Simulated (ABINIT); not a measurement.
# Al3Os (Pm-3m): zone-centre phonons, part 2 of 3

Which modes does Al3Os (Pm-3m) have at the zone centre?

ABINIT 10.8.3; DFT PBEsol, scalar-relativistic, plane waves, PseudoDojo stringent norm-conserving pseudopotentials.

So far. Step 4 (Relaxing the cell and atoms): The volume changes by +0.6 % in this run and stands -6.7 % from the first cell. The relaxed cell has a = 3.848 Å (conventional setting).

The structure was built from a prototype and need not be the compound's stable phase.

## 6. Linear response at Γ

At q = 0 one unit cell holds all displacements. The response is solved for single atoms along the cell's directions, and symmetry skips those that follow from others. The crystal is treated as a metal, which screens a static field, so no field response is asked.

Input file dfpt_gamma.abi:

```

# common to the responses
getwfk_filepath "gso_WFK"
kptopt 2
nqpt 1
qpt 0.0 0.0 0.0
asr 0
chneut 0

# displacements
rfphon 1
rfatpol 1 4
rfdir 1 1 1
tolvrs 1.0d-10
prtwf 0

# basis, mesh and filling
ecut 33.0
ngkpt 8 8 8
nshiftk 1
shiftk 0.0 0.0 0.0
istwfk *1
occopt 3
tsmear 0.01
nband 20
nstep 100
diemac 1000000.0
prtebands 0
prtgsr 0
useylm 1

# cell and atoms
acell 3*1.0 Angstrom
rprim 
    3.847933523 0.0 0.0
    0.0 3.847933523 0.0
    0.0 0.0 3.847933523
ntypat 2
znucl 76 13
natom 4
typat 1 2 2 2
xred 
    0.0 0.0 0.0
    0.0 0.5 0.5
    0.5 0.0 0.5
    0.5 0.5 0.0
pp_dirpath "./pseudo"
pseudos "Os.upf, Al.upf"
```

Command:

```sh
> OMP_NUM_THREADS=1 mpirun -n 4 abinit dfpt_gamma.abi > dfpt_gamma.log
```

Numbers of over 12 decimals in the logs are rounded to 6 here.

dfpt_gamma.abo, the main output file:

```text
[banners, grids, parts of the stress and lines that vanish by symmetry left out]
- input  file    -> dfpt_gamma.abi
- output file    -> dfpt_gamma.abo
- root for input  files -> dfpt_gammai
- root for output files -> dfpt_gammao

 Symmetries : space group Pm -3 m (#221); Bravais cP (primitive cubic)
================================================================================
 Values of the parameters that define the memory need of the present run (RF).
     intxc =       0      iscf =       7    lmnmax =      32     lnmax =       8
     mgfft =      40  mpssoang =       4    mqgrid =    3001     natom =       4
  nloc_mem =       1    nspden =       1   nspinor =       1    nsppol =       1
      nsym =      48    n1xccc =    2501    ntypat =       2    occopt =       3
   xclevel =       2
-    mband =          20        mffmem =           1         mkmem =          65
-   mkqmem =          65        mk1mem =          65           mpw =        3514
      nfft =       64000          nkpt =         260
- my_mband =          20
================================================================================
================================================================================

--------------------------------------------------------------------------------
------------- Echo of variables that govern the present computation ------------
--------------------------------------------------------------------------------
-
- outvars: echo of selected default values
-   iomode0 =  0 , fftalg0 =312 , wfoptalg0 =  0
-
- outvars: echo of global parameters not present in the input file
-  max_nthreads =    1
-
 -outvars: echo values of preprocessed input variables
 [... echo left out ...]
================================================================================

 chkinp: Checking input parameters for consistency.

[...]
== DATASET  1 ==================================================================
-   mpi_nproc: 4, omp_nthreads: 1 (-1 if OMP is not activated)

--- !DatasetInfo
iteration_state: {dtset: 1, }
dimensions: {natom: 4, nkpt: 260, mband: 20, nsppol: 1, nspinor: 1, nspden: 1, mpw: 3514, }
cutoff_energies: {ecut:  33.0, pawecutdg:  -1.0, }
electrons: {nelect:   2.50000000E+01, charge:   0.00000000E+00, occopt:   3.00000000E+00, tsmear:   1.00000000E-02, }
meta: {optdriver: 1, rfphon: 1, }
...

 mkfilename: getwfk from: gso_WFK

 Real(R)+Recip(G) space primitive vectors, cartesian coordinates (Bohr,Bohr^-1):
 R(1)=  7.2715405  0.0000000  0.0000000  G(1)=  0.1375224  0.0000000  0.0000000
 R(2)=  0.0000000  7.2715405  0.0000000  G(2)=  0.0000000  0.1375224  0.0000000
 R(3)=  0.0000000  0.0000000  7.2715405  G(3)=  0.0000000  0.0000000  0.1375224
 Unit cell volume ucvol=  3.8448490E+02 bohr^3
 Angles (23,13,12)=  9.00000000E+01  9.00000000E+01  9.00000000E+01 degrees
 setup1 : take into account q-point for computing boxcut.

 getcut: wavevector=  0.0000  0.0000  0.0000  ngfft=  40  40  40
         ecut(hartree)=     33.000   => boxcut(ratio)=   2.12722

--- Pseudopotential description ------------------------------------------------
- pspini: atom type   1  psp file is ./pseudo/Os.upf

- pspini: atom type   2  psp file is ./pseudo/Al.upf

   7.04338285E+02                                ecore*ucvol(ha*bohr**3)
--------------------------------------------------------------------------------

 ==>  initialize data related to q vector <==

 The list of irreducible perturbations for this q vector is:
    1)    idir= 1    ipert=   1
    2)    idir= 1    ipert=   2
    3)    idir= 2    ipert=   2

[...]
The perturbation idir=   2  ipert=   1 is
 symmetric of a previously calculated perturbation.
 So, its SCF calculation is not needed.

 The perturbation idir=   3  ipert=   1 is
 symmetric of a previously calculated perturbation.
 So, its SCF calculation is not needed.

 The perturbation idir=   3  ipert=   2 is
 symmetric of a previously calculated perturbation.
 So, its SCF calculation is not needed.

 The perturbation idir=   1  ipert=   3 is
 symmetric of a previously calculated perturbation.
 So, its SCF calculation is not needed.

[...]
The perturbation idir=   2  ipert=   4 is
 symmetric of a previously calculated perturbation.
 So, its SCF calculation is not needed.

 The perturbation idir=   3  ipert=   4 is
 symmetric of a previously calculated perturbation.
 So, its SCF calculation is not needed.

--------------------------------------------------------------------------------
 Perturbation wavevector (in red.coord.)   0.000000  0.000000  0.000000
 Perturbation : displacement of atom   1   along direction   1
 Found     8 symmetries that leave the perturbation invariant.

[...]
dfpt_looppert : total number of electrons, from k and k+q
  fully or partially occupied states are    2.500000E+01 and    2.500000E+01.
 Initialisation of the first-order wave-functions :
  ireadwf=   0

--- !BeginCycle
iteration_state: {dtset: 1, }
solver: {iscf: 7, nstep: 100, nline: 4, wfoptalg: 0, }
tolerances: {tolvrs: 1.00E-10, }
...

     iter   2DEtotal(Ha)        deltaE(Ha) residm    vres2
-ETOT  1   8.147888     -4.468E+03 1.114E+01 1.295E+04
 ETOT  2   3.001009     -5.147E+00 2.464E-01 7.066E+02
 ETOT  3   2.764528     -2.365E-01 1.083E-01 9.950E+00
 ETOT  4   2.760321     -4.207E-03 5.398E-02 9.149E-02
 ETOT  5   2.760355      3.434E-05 2.021E-02 1.947E-01
[...]
At SCF step    9       vres2   =  5.07E-11 < tolvrs=  1.00E-10 =>converged.
[...]
Mean square residual over all n,k,spin=   91.230E-08; max=  12.273E-04

 Thirteen components of 2nd-order total energy (hartree) are
 1,2,3: 0th-order hamiltonian combined with 1st-order wavefunctions
     kin0=   3.57059707E+03 eigvalue=   2.81071375E+02  local=  -2.33583980E+03
 4,5,6: 1st-order hamiltonian combined with 1st and 0th-order wfs
 loc psp =  -5.87887324E+03  Hartree=   1.59148835E+03     xc=  -2.36616334E+02
 note that "loc psp" includes a xc core correction that could be resolved
 7,8,9: eventually, occupation + non-local contributions
    edocc=   3.10039303E+02     enl0=   1.29249594E+03   enl1=  -3.06759856E+03
 1-9 gives the relaxation energy (to be shifted if some occ is /=2.0)
   erelax=  -4.47323590E+03
 10,11,12 Non-relaxation  contributions : frozen-wavefunctions and Ewald
 fr.local=   2.79508149E+03 fr.nonlo=   1.53354165E+03  Ewald=   8.29515821E+01
 13,14 Frozen wf xc core corrections (1) and (2)
 frxc 1  =  -4.08931843E+02  frxc 2 =   4.73353297E+02
 Resulting in :
 2DEtotal=    0.2760275098E+01 Ha. Also 2DEtotal=    0.751109118242E+02 eV
    (2DErelax=   -4.4732359002E+03 Ha. 2DEnonrelax=    4.4759961753E+03 Ha)
    (  non-var. 2DEtotal :    2.7602773427E+00 Ha)

[...]
Perturbation wavevector (in red.coord.)   0.000000  0.000000  0.000000
 Perturbation : displacement of atom   2   along direction   1
 Found     8 symmetries that leave the perturbation invariant.

[...]
dfpt_looppert : total number of electrons, from k and k+q
  fully or partially occupied states are    2.500000E+01 and    2.500000E+01.
 Initialisation of the first-order wave-functions :
  ireadwf=   0

--- !BeginCycle
iteration_state: {dtset: 1, }
solver: {iscf: 7, nstep: 100, nline: 4, wfoptalg: 0, }
tolerances: {tolvrs: 1.00E-10, }
...

     iter   2DEtotal(Ha)        deltaE(Ha) residm    vres2
-ETOT  1   5.717730     -3.159E+01 1.361E+00 2.941E+03
[...]
At SCF step    9       vres2   =  5.02E-11 < tolvrs=  1.00E-10 =>converged.
[...]
Mean square residual over all n,k,spin=   38.236E-08; max=  51.527E-05

 Thirteen components of 2nd-order total energy (hartree) are
 1,2,3: 0th-order hamiltonian combined with 1st-order wavefunctions
     kin0=   2.49540055E+01 eigvalue=  -3.08213514E+00  local=  -1.47279824E+01
 4,5,6: 1st-order hamiltonian combined with 1st and 0th-order wfs
 loc psp =  -1.12279056E+01  Hartree=   7.24235280E+00     xc=  -2.17473153E+00
 note that "loc psp" includes a xc core correction that could be resolved
 7,8,9: eventually, occupation + non-local contributions
    edocc=   3.24213423E+00     enl0=   1.69013643E+01   enl1=  -5.34821100E+01
 1-9 gives the relaxation energy (to be shifted if some occ is /=2.0)
   erelax=  -3.23550078E+01
 10,11,12 Non-relaxation  contributions : frozen-wavefunctions and Ewald
 fr.local=   9.88515883E+00 fr.nonlo=   3.69451387E+01  Ewald=  -8.46882015E+00
 13,14 Frozen wf xc core corrections (1) and (2)
 frxc 1  =  -4.26865586E+00  frxc 2 =   3.21891990E+00
 Resulting in :
 2DEtotal=    0.4956733633E+01 Ha. Also 2DEtotal=    0.134879593411E+03 eV
    (2DErelax=   -3.2355007839E+01 Ha. 2DEnonrelax=    3.7311741472E+01 Ha)
    (  non-var. 2DEtotal :    4.9567336655E+00 Ha)

[...]
Perturbation wavevector (in red.coord.)   0.000000  0.000000  0.000000
 Perturbation : displacement of atom   2   along direction   2
 Found     4 symmetries that leave the perturbation invariant.

--------------------------------------------------------------------------------

--------------------------------------------------------------------------------

 dfpt_looppert : total number of electrons, from k and k+q
  fully or partially occupied states are    2.500000E+01 and    2.500000E+01.
 Initialisation of the first-order wave-functions :
  ireadwf=   0

--- !BeginCycle
iteration_state: {dtset: 1, }
solver: {iscf: 7, nstep: 100, nline: 4, wfoptalg: 0, }
tolerances: {tolvrs: 1.00E-10, }
...

     iter   2DEtotal(Ha)        deltaE(Ha) residm    vres2
-ETOT  1   4.841066     -3.290E+01 1.315E+00 4.981E+03
[...]
ETOT  8   3.471221     -9.422E-11 1.844E-04 9.230E-10
 ETOT  9   3.471221     -5.045E-13 1.028E-04 6.300E-11

 At SCF step    9       vres2   =  6.30E-11 < tolvrs=  1.00E-10 =>converged.
[...]
Mean square residual over all n,k,spin=   46.565E-09; max=  10.275E-05

 Thirteen components of 2nd-order total energy (hartree) are
 1,2,3: 0th-order hamiltonian combined with 1st-order wavefunctions
     kin0=   2.69461821E+01 eigvalue=  -3.26906154E+00  local=  -1.60242579E+01
 4,5,6: 1st-order hamiltonian combined with 1st and 0th-order wfs
 loc psp =  -7.72193232E+00  Hartree=   7.76772839E+00     xc=  -2.17152394E+00
 note that "loc psp" includes a xc core correction that could be resolved
 7,8,9: eventually, occupation + non-local contributions
    edocc=   3.00490768E+00     enl0=   1.80133743E+01   enl1=  -6.08127659E+01
 1-9 gives the relaxation energy (to be shifted if some occ is /=2.0)
   erelax=  -3.42673492E+01
 10,11,12 Non-relaxation  contributions : frozen-wavefunctions and Ewald
 fr.local=  -6.34449999E+01 fr.nonlo=   4.12104388E+01  Ewald=   6.12636228E+01
 13,14 Frozen wf xc core corrections (1) and (2)
 frxc 1  =  -4.21544187E+00  frxc 2 =   2.92495000E+00
 Resulting in :
 2DEtotal=    0.3471220645E+01 Ha. Also 2DEtotal=    0.944567257026E+02 eV
    (2DErelax=   -3.4267349172E+01 Ha. 2DEnonrelax=    3.7738569817E+01 Ha)
    (  non-var. 2DEtotal :    3.4712206937E+00 Ha)

[...]
---- first-order wavefunction calculations are completed ----

 ==> Compute Derivative Database <==

 [... matrices left out ...]
  Phonon wavevector (reduced coordinates) :  0.00000  0.00000  0.00000
 Phonon energies in Hartree :
  -7.936061E-06 -7.936060E-06 -7.936060E-06  7.002386E-04  7.002386E-04
   7.002386E-04  1.148797E-03  1.148797E-03  1.148797E-03  1.707644E-03
   1.707644E-03  1.707644E-03
 Phonon frequencies in cm-1    :
- -1.741764E+00 -1.741764E+00 -1.741764E+00  1.536846E+02  1.536846E+02
-  1.536846E+02  2.521317E+02  2.521317E+02  2.521317E+02  3.747845E+02
-  3.747845E+02  3.747845E+02

== END DATASET(S) ==============================================================
================================================================================

 -outvars: echo values of variables after computation
            acell      1.8897261259E+00  1.8897261259E+00  1.8897261259E+00 Bohr
           etotal      3.4712206445E+00
            fcart      0.0000000000E+00  0.0000000000E+00  0.0000000000E+00
           strten      0.0000000000E+00  0.0000000000E+00  0.0000000000E+00
================================================================================
```

It took 2.3 min on 4 MPI ranks of Arm Neoverse V2, shared host.

This step gave:

| Quantity | Value |
| --- | --- |
| largest acoustic frequency at the zone centre before the sum rule | -1.74 cm⁻¹ |
| highest optical zone-centre mode (no LO-TO term) | 374.8 cm⁻¹ |
| lowest optical zone-centre mode | 153.7 cm⁻¹ |

The acoustic modes at Γ come out as far as 1.7 cm⁻¹ from zero, where they should vanish, a small numerical error.

(Part 2 of 3 ends here.)

[Host names and launcher messages were left out of these logs when they were recorded.]

[Logs are printed without paths, hosts, clocks, repeated set-up lines and the standing remarks that a program may print on its own settings, such as how far it seeks lower states.]

[Hosts, paths, dates, database ids (printed as entryN), source tags and the programs' standing remarks are cut or masked in the printed files.]
